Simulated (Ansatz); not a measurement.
# What SnO (model cell, started as CsCl type) distorts into, part 2 of 3

Which phase does SnO (model cell, started as CsCl type) fall into along its unstable mode, and how much energy does it gain?

Ansatz 0.2.0; DFT PBEsol, scalar-relativistic, plane waves, PAW.

So far, highest frequency on the path or at a solved wavevector (cm⁻¹): step 2 (phonons on a q mesh) 330. Also lowest frequency on the path (cm⁻¹): step 2 -283.

The structure was built from a prototype and need not be the compound's stable phase.

**4. The mode frozen in, largest atomic shift 0.45 Å**

The atoms are moved along the unstable eigenvector, the largest shift by 0.45 Å, with the cell fixed.

input.yaml

```yaml
crystal:
  lattice:
    - [-3.0805550157, 0.0, 0.0]
    - [0.0, -3.0805550157, -3.0805550157]
    - [0.0, -3.0805550157, 3.0805550157]
  atoms:
    - { symbol: Sn, position: [0.0, -0.0075752478, 0.0] }
    - { symbol: Sn, position: [0.0, 0.5075752478, 0.5] }
    - { symbol: O, position: [0.5, -0.1032924424, 0.5] }
    - { symbol: O, position: [0.5, 0.6032924424, 0.0] }
kpoints:
  mp_grid: { grid: [12, 8, 8] }
hamiltonian:
  xc: pbesol
scf:
  occupations: { method: methfessel_paxton, width: 0.15 }
output:
  forces: true
  stress: true
  eigenvalues: true
```

Launch:

```
$ ansatz run input.yaml --threads 4 --pin off --max-ram 7168MiB --backend cpu --events-out ev --progress --plain --runs-dir out
```

Numbers of over 12 decimals in the logs are rounded to 6 here.

The log of the run:

```text
[...]
Crystal: 4 atoms, lattice volume = 58.468 Å³
Basis set: ecut = 420 eV, 1139 PW (Γ), exchange–correlation on 48×60×60 points (8 copies of the dense FFT grid, shifted against one another)
Bands: 24, of which v1, the nominal top of the filled ones, is band 20 counted from 1 (19 counted from 0)
Symmetry: 8 space group operations
[...]
k-points: 175 of 768
[...]
--- Band table (eV; the first three rows and the last of 175) ---
  k-point 0: bands = [... 16 lower, 8.5700, 9.8654, 10.1221, 10.6363, 14.5939, 14.5999, 19.1325, 20.2533]
  k-point 1: bands = [... 16 lower, 8.6283, 9.8298, 10.3036, 10.3917, 14.6252, 14.6757, 18.6710, 19.5545]
  k-point 2: bands = [... 16 lower, 8.7923, 9.7199, 9.9621, 10.7041, 14.6768, 14.7432, 17.7907, 18.3348]
  k-point 174: bands = [... 16 lower, 7.9933, 7.9933, 10.2297, 10.2297, 15.1030, 15.1030, 15.6034, 15.6034]
[key lines of the parts left out:]
SCF converged after 7 iterations
Free energy (F): -13018.728121 eV
Fermi energy:    11.899614 eV
P = ⅓ Tr σ = 4.2924 GPa (42.924 kbar)
```

Wall time 2.7 s (4 threads of Arm Neoverse V2, shared host); peak memory 0.47 GiB.

This step gave:

- pressure: 4.292 GPa
- energy from the undistorted cell: -73.38 meV/atom

The energy, extrapolated to zero smearing, is -73.38 meV/atom against the undistorted cell.

The run ends at a pressure of 4.29 GPa, with forces up to 0.22 eV/Å.

**5. Energy along the mode, all amplitudes (two of the runs are shown above)**

An imaginary frequency means negative curvature, so the energy should fall and then rise again as anharmonic terms take over.

This step gave:

| Property | Result |
| --- | --- |
| depth at the lowest point sampled | 73.38 meV/atom |
| largest atomic shift at that point | 0.45 Å |

Table of energy from the parent by largest atomic shift:

| largest atomic shift (Å) | energy from the parent (meV/atom) |
| --- | --- |
| 0.000 | 0 |
| 0.040 | -1.96 |
| 0.080 | -7.37 |
| 0.140 | -20.2 |
| 0.220 | -41.4 |
| 0.320 | -65.2 |
| 0.450 | -73.4 |
| 0.600 | -19.1 |

Displacement at unit largest shift by atom:

| atom | x (Å) | y (Å) | z (Å) | size |
| --- | --- | --- | --- | --- |
| Sn1 | 0.000 | 0.052 | 0.052 | 0.074 |
| Sn2 | 0.000 | -0.052 | -0.052 | 0.074 |
| O3 | 0.000 | 0.707 | 0.707 | 1.000 |
| O4 | 0.000 | -0.707 | -0.707 | 1.000 |

The lowest of the steps tried is at 0.45 Å, 73.4 meV/atom below the parent; the bottom of the well need not coincide with a step.

**6. Relaxation from the frozen mode**

Starting from the lowest point found, all atoms and the cell are let go, so that strain and other modes of the same symmetry can join in.

Changes to input.yaml since step 4:

```diff
@@ -20 +20,10 @@
   eigenvalues: true
+  write_density: true
+  write_potential: true
+  elf: true
+  volumetric_format: npy
+relax:
+  adjacent_minimum: "off"
+  f_tol: 0.002
+  max_steps: 120
+  cell: { stress_tol: 0.03 }
```

The log of the run:

```text
[...]
Crystal: 4 atoms, lattice volume = 58.468 Å³
Basis set: ecut = 420 eV, 1139 PW (Γ), exchange–correlation on 48×60×60 points (8 copies of the dense FFT grid, shifted against one another)
Bands: 24, of which v1, the nominal top of the filled ones, is band 20 counted from 1 (19 counted from 0)
Symmetry: 8 space group operations
[...]
k-points: 175 of 768
[...]
SCF iter   1: F=—  HF=-13018.754401 eV  |F-HF|=—  |Δ(HF+E_count)|=         —  Δρ=1.44e-2  dr2=1.04e-1  ethr=1.77e-3  ⟨swp⟩=5.6  Hψ=19059  notcnv=0
[...]
SCF iter   7: F=-13018.728121 eV  HF=-13018.728121 eV  |F-HF|=2.66e-9  |Δ(HF+E_count)|=   4.60e-8  S|Δr|=    0.00e0  Δρ=5.46e-6  dr2=2.23e-8  ethr=2.50e-10  ⟨swp⟩=10.4  Hψ=29959  notcnv=0
SCF 1 converged in 7 iterations: F = -13018.728121 eV  dr2 = 2.23e-8
[...]
relax step   1: F+E_penalty+E_count = -13018.72812098 eV  Δ(F+E_penalty+E_count) = +0.000e0 eV  max|allowed force component| = 1.554e-1 eV/Å  Δτ_max = 0.0000 Å  P = +4.292 GPa  Ω = 58.468 Å³  (7 SCF iters, dr2 threshold 1.00e-7 eV, accepted)
Crystal: 4 atoms, lattice volume = 61.916 Å³
Basis set: ecut = 420 eV, 1201 PW (Γ), exchange–correlation on 48×60×60 points (8 copies of the dense FFT grid, shifted against one another)
[...]
SCF iter   6: F=-13018.932059 eV  HF=-13018.932059 eV  |F-HF|=1.07e-9  |Δ(HF+E_count)|=   2.91e-8  S|Δr|=    0.00e0  Δρ=7.18e-6  dr2=2.21e-8  ethr=1.00e-9  ⟨swp⟩=11.1  Hψ=32566  notcnv=0
SCF 2 converged in 6 iterations: F = -13018.932059 eV  dr2 = 2.21e-8
relax step   2: F+E_penalty+E_count = -13018.93205900 eV  Δ(F+E_penalty+E_count) = -2.039e-1 eV  max|allowed force component| = 3.440e-1 eV/Å  Δτ_max = 0.0607 Å  P = -0.621 GPa  Ω = 61.916 Å³  energy of the carried Pulay correction = -1.151e-2 eV  (6 SCF iters, dr2 threshold 4.00e-7 eV, accepted)
Crystal: 4 atoms, lattice volume = 63.676 Å³
Basis set: ecut = 420 eV, 1229 PW (Γ), exchange–correlation on 48×60×60 points (8 copies of the dense FFT grid, shifted against one another)
[...]
SCF iter   5: F=-13018.969700 eV  HF=-13018.969700 eV  |F-HF|=9.64e-8  |Δ(HF+E_count)|=   5.85e-7  S|Δr|=    0.00e0  Δρ=1.89e-5  dr2=2.67e-7  ethr=1.00e-9  ⟨swp⟩=7.5  Hψ=29810  notcnv=0
SCF 3 converged in 5 iterations: F = -13018.969700 eV  dr2 = 2.67e-7
relax step   3: F+E_penalty+E_count = -13018.96969989 eV  Δ(F+E_penalty+E_count) = -3.764e-2 eV  max|allowed force component| = 2.484e-1 eV/Å  Δτ_max = 0.0506 Å  P = -2.170 GPa  Ω = 63.676 Å³  energy of the carried Pulay correction = -1.713e-2 eV  (5 SCF iters, dr2 threshold 4.00e-7 eV, accepted)
[... from here on, the SCF cycles and remarks between the steps are left out ...]
relax step   4: F+E_penalty+E_count = -13018.99929104 eV  Δ(F+E_penalty+E_count) = -2.959e-2 eV  max|allowed force component| = 1.046e-1 eV/Å  Δτ_max = 0.0477 Å  P = +0.394 GPa  Ω = 63.898 Å³  energy of the carried Pulay correction = -1.783e-2 eV  (5 SCF iters, dr2 threshold 4.00e-7 eV, accepted)
relax step   5: F+E_penalty+E_count = -13019.00088684 eV  Δ(F+E_penalty+E_count) = -1.596e-3 eV  max|allowed force component| = 9.559e-2 eV/Å  Δτ_max = 0.0210 Å  P = -0.224 GPa  Ω = 63.880 Å³  energy of the carried Pulay correction = -1.777e-2 eV  (6 SCF iters, dr2 threshold 4.00e-7 eV, accepted)
relax step   6: F+E_penalty+E_count = -13019.00288149 eV  Δ(F+E_penalty+E_count) = -1.995e-3 eV  max|allowed force component| = 7.719e-3 eV/Å  Δτ_max = 0.0069 Å  P = +0.097 GPa  Ω = 63.891 Å³  energy of the carried Pulay correction = -1.780e-2 eV  (5 SCF iters, dr2 threshold 4.00e-7 eV, accepted)
relax step   7: F+E_penalty+E_count = -13019.00228678 eV  Δ(F+E_penalty+E_count) = +5.947e-4 eV  max|allowed force component| = 1.138e-2 eV/Å  Δτ_max = 0.0020 Å  P = -0.102 GPa  Ω = 64.131 Å³  energy of the carried Pulay correction = -1.856e-2 eV  (4 SCF iters, dr2 threshold 1.22e-7 eV, accepted)
relax step   8: F+E_penalty+E_count = -13019.00229091 eV  Δ(F+E_penalty+E_count) = -4.134e-6 eV  max|allowed force component| = 6.882e-3 eV/Å  Δτ_max = 0.0008 Å  P = -0.047 GPa  Ω = 64.186 Å³  energy of the carried Pulay correction = -1.873e-2 eV  (4 SCF iters, dr2 threshold 1.75e-7 eV, accepted)
relax step   9: F+E_penalty+E_count = -13019.00231964 eV  Δ(F+E_penalty+E_count) = -2.872e-5 eV  max|allowed force component| = 3.019e-4 eV/Å  Δτ_max = 0.0016 Å  P = +0.004 GPa  Ω = 64.200 Å³  energy of the carried Pulay correction = -1.877e-2 eV  (4 SCF iters, dr2 threshold 3.38e-8 eV, accepted)
relax step  10: F+E_penalty+E_count = -13019.05841306 eV  Δ(F+E_penalty+E_count) = -5.609e-2 eV  max|allowed force component| = 1.791e-3 eV/Å  Δτ_max = 0.0000 Å  P = +1.069 GPa  Ω = 64.200 Å³  stress off target by 1.96e0 GPa  SCF on the basis re-selected at this cell (its energy is not comparable with the rows above)  (8 SCF iters)
relax step  11: F+E_penalty+E_count = -13019.06626310 eV  Δ(F+E_penalty+E_count) = -7.850e-3 eV  max|allowed force component| = 2.560e-3 eV/Å  Δτ_max = 0.0198 Å  P = +0.418 GPa  Ω = 65.813 Å³  energy of the carried Pulay correction = -5.739e-3 eV  (5 SCF iters, dr2 threshold 4.00e-7 eV, accepted)
relax step  12: F+E_penalty+E_count = -13019.06549532 eV  Δ(F+E_penalty+E_count) = +7.678e-4 eV  max|allowed force component| = 1.454e-3 eV/Å  Δτ_max = 0.0131 Å  P = +0.075 GPa  Ω = 66.754 Å³  energy of the carried Pulay correction = -9.503e-3 eV  (5 SCF iters, dr2 threshold 4.00e-7 eV, accepted)
relax step  13: F+E_penalty+E_count = -13019.06480401 eV  Δ(F+E_penalty+E_count) = +6.913e-4 eV  max|allowed force component| = 4.644e-3 eV/Å  Δτ_max = 0.0019 Å  P = -0.039 GPa  Ω = 66.931 Å³  energy of the carried Pulay correction = -1.025e-2 eV  (5 SCF iters, dr2 threshold 3.60e-8 eV, accepted)
relax step  14: F+E_penalty+E_count = -13019.06466142 eV  Δ(F+E_penalty+E_count) = +1.426e-4 eV  max|allowed force component| = 1.988e-2 eV/Å  Δτ_max = 0.0026 Å  P = +0.129 GPa  Ω = 66.949 Å³  energy of the carried Pulay correction = -1.033e-2 eV  (5 SCF iters, dr2 threshold 9.09e-9 eV, rejected (line search))
relax step  15: F+E_penalty+E_count = -13019.06479823 eV  Δ(F+E_penalty+E_count) = +5.781e-6 eV  max|allowed force component| = 2.484e-4 eV/Å  Δτ_max = 0.0004 Å  P = +0.001 GPa  Ω = 66.933 Å³  energy of the carried Pulay correction = -1.026e-2 eV  (7 SCF iters, accepted)
relax step  16: F+E_penalty+E_count = -13019.07743279 eV  Δ(F+E_penalty+E_count) = -1.263e-2 eV  max|allowed force component| = 6.282e-4 eV/Å  Δτ_max = 0.0000 Å  P = +0.067 GPa  Ω = 66.933 Å³  stress off target by 3.05e-1 GPa  SCF on the basis re-selected at this cell (its energy is not comparable with the rows above)  (6 SCF iters)
relax step  17: F+E_penalty+E_count = -13019.07775661 eV  Δ(F+E_penalty+E_count) = -3.238e-4 eV  max|allowed force component| = 2.946e-4 eV/Å  Δτ_max = 0.0044 Å  P = +0.026 GPa  Ω = 67.113 Å³  energy of the carried Pulay correction = -5.060e-4 eV  (4 SCF iters, dr2 threshold 2.33e-7 eV, accepted)
relax step  18: F+E_penalty+E_count = -13019.07766004 eV  Δ(F+E_penalty+E_count) = +9.657e-5 eV  max|allowed force component| = 1.986e-3 eV/Å  Δτ_max = 0.0014 Å  P = +0.004 GPa  Ω = 67.176 Å³  energy of the carried Pulay correction = -6.792e-4 eV  (4 SCF iters, dr2 threshold 1.75e-8 eV, accepted)
relax step  19: F+E_penalty+E_count = -13019.07861487 eV  Δ(F+E_penalty+E_count) = -9.548e-4 eV  max|allowed force component| = 2.059e-3 eV/Å  Δτ_max = 0.0000 Å  P = +0.006 GPa  Ω = 67.176 Å³  stress off target by 9.70e-2 GPa  SCF on the basis re-selected at this cell (its energy is not comparable with the rows above)  (5 SCF iters)
relax step  20: F+E_penalty+E_count = -13019.07857578 eV  Δ(F+E_penalty+E_count) = +3.909e-5 eV  max|allowed force component| = 2.649e-3 eV/Å  Δτ_max = 0.0023 Å  P = -0.018 GPa  Ω = 67.238 Å³  energy of the carried Pulay correction = -1.621e-4 eV  (6 SCF iters, dr2 threshold 2.35e-8 eV, accepted)
relax step  21: F+E_penalty+E_count = -13019.07875033 eV  Δ(F+E_penalty+E_count) = -1.746e-4 eV  max|allowed force component| = 1.301e-3 eV/Å  Δτ_max = 0.0007 Å  P = -0.000 GPa  Ω = 67.185 Å³  energy of the carried Pulay correction = +3.809e-6 eV  (5 SCF iters, dr2 threshold 3.46e-9 eV, accepted)
relax step  22: F+E_penalty+E_count = -13019.07875454 eV  Δ(F+E_penalty+E_count) = -4.209e-6 eV  max|allowed force component| = 1.162e-3 eV/Å  Δτ_max = 0.0000 Å  P = -0.002 GPa  Ω = 67.185 Å³  stress off target by 3.20e-2 GPa  SCF on the basis re-selected at this cell (its energy is not comparable with the rows above)  (5 SCF iters)
relax step  23: F+E_penalty+E_count = -13019.07888567 eV  Δ(F+E_penalty+E_count) = -1.311e-4 eV  max|allowed force component| = 3.153e-5 eV/Å  Δτ_max = 0.0003 Å  P = +0.002 GPa  Ω = 67.153 Å³  energy of the carried Pulay correction = +1.124e-4 eV  (5 SCF iters, dr2 threshold 2.57e-9 eV, accepted)
[...]
SCF iter   6: F=-13019.078753 eV  HF=-13019.078753 eV  |F-HF|=0.00e0  |Δ(HF+E_count)|=  1.82e-12  S|Δr|=    0.00e0  Δρ=5.72e-8  dr2=1.34e-12  ethr=1.00e-12  ⟨swp⟩=6.2  Hψ=18370  notcnv=0
SCF 24 converged in 6 iterations: F = -13019.078753 eV  dr2 = 1.34e-12
relax step  24: F+E_penalty+E_count = -13019.07875303 eV  Δ(F+E_penalty+E_count) = +1.326e-4 eV  max|allowed force component| = 2.756e-5 eV/Å  Δτ_max = 0.0000 Å  P = -0.001 GPa  Ω = 67.153 Å³  stress off target by 1.50e-2 GPa  SCF on the basis re-selected at this cell (its energy is not comparable with the rows above)  (6 SCF iters)
basis re-selected at this cell: Δ(F+E_penalty+E_count) = +1.326e-4 eV, ΔP = -0.003 GPa vs the last step (what re-selecting the basis moved, of the pressure what is left beyond the Pulay correction that the steps carried, after the strain that the cell walked since its last selection, with what the two solves' SCF thresholds leave and, on support functions, any second-order correction that the steps lacked; it is no m [...]
SCF converged after 6 iterations
[...]
Free energy (F): -13019.078753 eV
[...]
Internal energy: -13019.078880 eV  (E = F + TS)
E sigma→0 (E₀):  -13019.078785 eV
Entropy (-TS):   0.000127 eV (0.032 meV/atom)
Fermi energy:    9.759024 eV
Step filling:    the computed levels leave a gap of 0.0597 eV = 0.4 smearing widths at the electron count; against every level under it full and every level over it empty, smearing changes F+E_penalty+E_count by +0.077 meV and its σ→0 estimate by +0.045 meV
[...]
--- Forces (eV/Å), atoms counted from 1 ---
  atom   1  Sn    -0.00000000    -0.00002756    -0.00002756
  atom   2  Sn     0.00000000     0.00002756     0.00002756
  atom   3  O     -0.00000000    -0.00002618    -0.00002618
  atom   4  O      0.00000000     0.00002618     0.00002618
  max |Σ_I F_I| component: 0.00e0 eV/Å
--- Stress (GPa, compression-positive) ---
       -0.001900      -0.000000      -0.000000
       -0.000000      -0.001135       0.013902
       -0.000000       0.013902      -0.001135
  P = ⅓ Tr σ = -0.0014 GPa (-0.014 kbar)
--- Band table (eV; the first three rows and the last of 175) ---
  k-point 0: bands = [... 16 lower, 7.0312, 7.7183, 8.0034, 8.5699, 12.1162, 12.9649, 14.9348, 17.3357]
  k-point 1: bands = [... 16 lower, 7.0735, 7.9458, 7.9738, 8.3468, 12.0675, 12.9181, 14.6574, 16.6028]
  k-point 2: bands = [... 16 lower, 7.1928, 7.8269, 7.8856, 8.3943, 11.8742, 12.7294, 14.1919, 15.5971]
  k-point 174: bands = [... 16 lower, 7.2360, 7.2360, 7.9136, 7.9136, 11.8333, 11.8333, 13.7504, 13.7504]
--- Relaxed structure (19 steps of the walk, 18 accepted, 5 SCFs on fresh bases) ---
  F+E_penalty+E_count = -13019.07875303 eV   max|allowed force component| = 2.756e-5 eV/Å   (the final SCF, on the basis selected at the relaxed cell)
  cell:  # Å, volume = 67.1526 Å³
    - [-2.922465, 0, 0]
    - [0, -3.607814, -3.607814]
    - [0, -3.184488, 3.184488]
  atoms:
    - { symbol: Sn, position: [0, -0.038894, 0.0] }
    - { symbol: Sn, position: [0, 0.538894, 0.500000] }
    - { symbol: O, position: [0.5, -0.130360, 0.5] }
    - { symbol: O, position: [0.5, 0.630360, 0.0] }
```

Wall time 81 s (4 threads); peak memory 0.54 GiB; 5.2 min of CPU time.

Step by step (22 of 24):

| step | energy less that of the first step (eV) | largest force component (eV/Å) | pressure (GPa) | volume (Å³) |
| --- | --- | --- | --- | --- |
| 1 | 0.0000 | 0.1554 | 4.29 | 58.47 |
| 2 | -0.2039 | 0.3440 | -0.62 | 61.92 |
| 3 | -0.2416 | 0.2484 | -2.17 | 63.68 |
| 4 | -0.2712 | 0.1046 | 0.39 | 63.90 |
| 5 | -0.2728 | 0.0956 | -0.22 | 63.88 |
| 6 | -0.2748 | 0.0077 | 0.10 | 63.89 |
| 8 | -0.2742 | 0.0069 | -0.05 | 64.19 |
| 9 | -0.2742 | 0.0003 | 0.00 | 64.20 |
| 10* | -0.3303 | 0.0018 | 1.07 | 64.20 |
| 11 | -0.3381 | 0.0026 | 0.42 | 65.81 |
| 12 | -0.3374 | 0.0015 | 0.08 | 66.75 |
| 13 | -0.3367 | 0.0046 | -0.04 | 66.93 |
| 14 | -0.3365 | 0.0199 | 0.13 | 66.95 |
| 15 | -0.3367 | 0.0002 | 0.00 | 66.93 |
| 16* | -0.3493 | 0.0006 | 0.07 | 66.93 |
| 17 | -0.3496 | 0.0003 | 0.03 | 67.11 |
| 19* | -0.3505 | 0.0021 | 0.01 | 67.18 |
| 20 | -0.3505 | 0.0026 | -0.02 | 67.24 |
| 21 | -0.3506 | 0.0013 | 0.00 | 67.19 |
| 22* | -0.3506 | 0.0012 | 0.00 | 67.19 |
| 23 | -0.3508 | 0.0000 | 0.00 | 67.15 |
| 24* | -0.3506 | 0.0000 | 0.00 | 67.15 |

Relaxation steps marked * repeat the geometry before them on a plane-wave basis chosen anew for their cell, so energy and pressure can jump there. Other such steps can lie between the rows shown. Relaxation step 14 was tried and not accepted.

Forces are held to the 8 operations that the run works with; a distortion that breaks them can't arise in this run.

| cell as run | before | after | change |
| --- | --- | --- | --- |
| a (Å) | 3.081 | 2.922 | -5.1 % |
| b (Å) | 4.357 | 5.102 | +17.1 % |
| c (Å) | 4.357 | 4.504 | +3.4 % |
| volume (Å³/atom) | 14.62 | 16.79 | +14.9 % |

The atoms that moved most (Å, as changes of fractional coordinates times the final cell):

| atom | dx | dy | dz | length |
| --- | --- | --- | --- | --- |
| Sn1 | 0.000 | 0.113 | 0.113 | 0.160 |
| Sn2 | 0.000 | -0.113 | -0.113 | 0.160 |
| O4 | 0.000 | -0.098 | -0.098 | 0.138 |
| O3 | 0.000 | 0.098 | 0.098 | 0.138 |

Final coordinates:

```xyz
4
Lattice="-2.9225 0.0000 0.0000 0.0000 -3.6078 -3.6078 0.0000 -3.1845 3.1845" Properties=species:S:1:pos:R:3 pbc="T T T"
Sn    0.0000    0.1403    0.1403
Sn    0.0000   -3.5365   -0.3520
O    -1.4612   -1.1219    2.0626
O    -1.4612   -2.2742   -2.2742
```

This step gave:

```
pressure        : -0.001390 GPa
volume per atom : 16.79 Å³
```

Valence density in the ab plane at fractional z = 0.000, with atoms of Sn and O within 0.2 Å of it. It is the smooth field of the valence electrons, not physical close to the nuclei.

Ten steps, logarithmic in the rise over the least value, from '_' (0 e/Å³) to '@' (17 e/Å³):
```
@@@@%%**==--::....::--==**%%@@
@@@@%%**==::::....::::==**%%@@
%%%%##++--::::....::::--++##%%
****++==--::::::::::::--==++**
====----::::::----::::::----==
::::::::----========----::::::
....::::--==++****++==--::::..
......::==++**####**++==::....
__....--==**##%%%%##**==--....
__....::==**##%%%%##**==::....
____..::==++########++==::..__
____....--==++****++==--....__
______..::--========--::..____
________....::::::::....______
__________............________
______________________________
______________________________
______________________________
______________________________
......____________________....
::........____________........
----::::....________....::::--
====----::............::----==
****++==--::........::--==++**
%%%%##++--::........::--++##%%
@@@@%%**==--::....::--==**%%@@
```
Columns run along a (2.9 Å), rows up along b (5.1 Å). Atoms in or near the plane, at fractional coordinates: Sn at (0.00, 0.96), O at (0.50, 0.63).

ELF in the ab plane at fractional z = 0.000, with atoms of Sn and O within 0.2 Å of it. It is the smooth field of the valence electrons, not physical close to the nuclei.

Ten even steps from '_' (0.00) to '@' (0.83):
```
______..----------------..____
______..----::::::::----..____
____..::--::::::::::::--::..__
....::::::::--------::::::::..
----::::::==++****++==::::::--
::::::::==##%%@@@@%%##==::::::
....::==##@@@@@@@@@@@@##==::..
....--**@@@@%%####%%@@@@**--..
__..==##@@@@##====##@@@@##==..
__..==##@@@@##====##@@@@##==..
__..--##@@@@@@####@@@@@@##--..
____::**%%@@@@@@@@@@@@%%**::__
____..==##@@@@@@@@@@@@##==..__
______::++##%%%%%%%%##++::____
______..::==++****++==::..____
__________..::::::::..________
______________________________
::::....________________....::
**++++--::..________..::--++++
######**++--........--++**####
******##**++--::::--++**##****
++++++******==----==******++++
====++++++++++----++++++++++==
..::--==++++========++++==--::
____..--================--..__
______::====--------====::____
```
Columns run along a (2.9 Å), rows up along b (5.1 Å). Atoms in or near the plane, at fractional coordinates: Sn at (0.00, 0.96), O at (0.50, 0.63).

[end of part 2 of 3]

[Logs are printed without paths, hosts, clocks, repeated set-up lines and the standing remarks that a program may print on its own settings, such as how far it seeks lower states.]

[Hosts, paths, dates, database ids (printed as entryN), source tags and the programs' standing remarks are cut or masked in the printed files.]
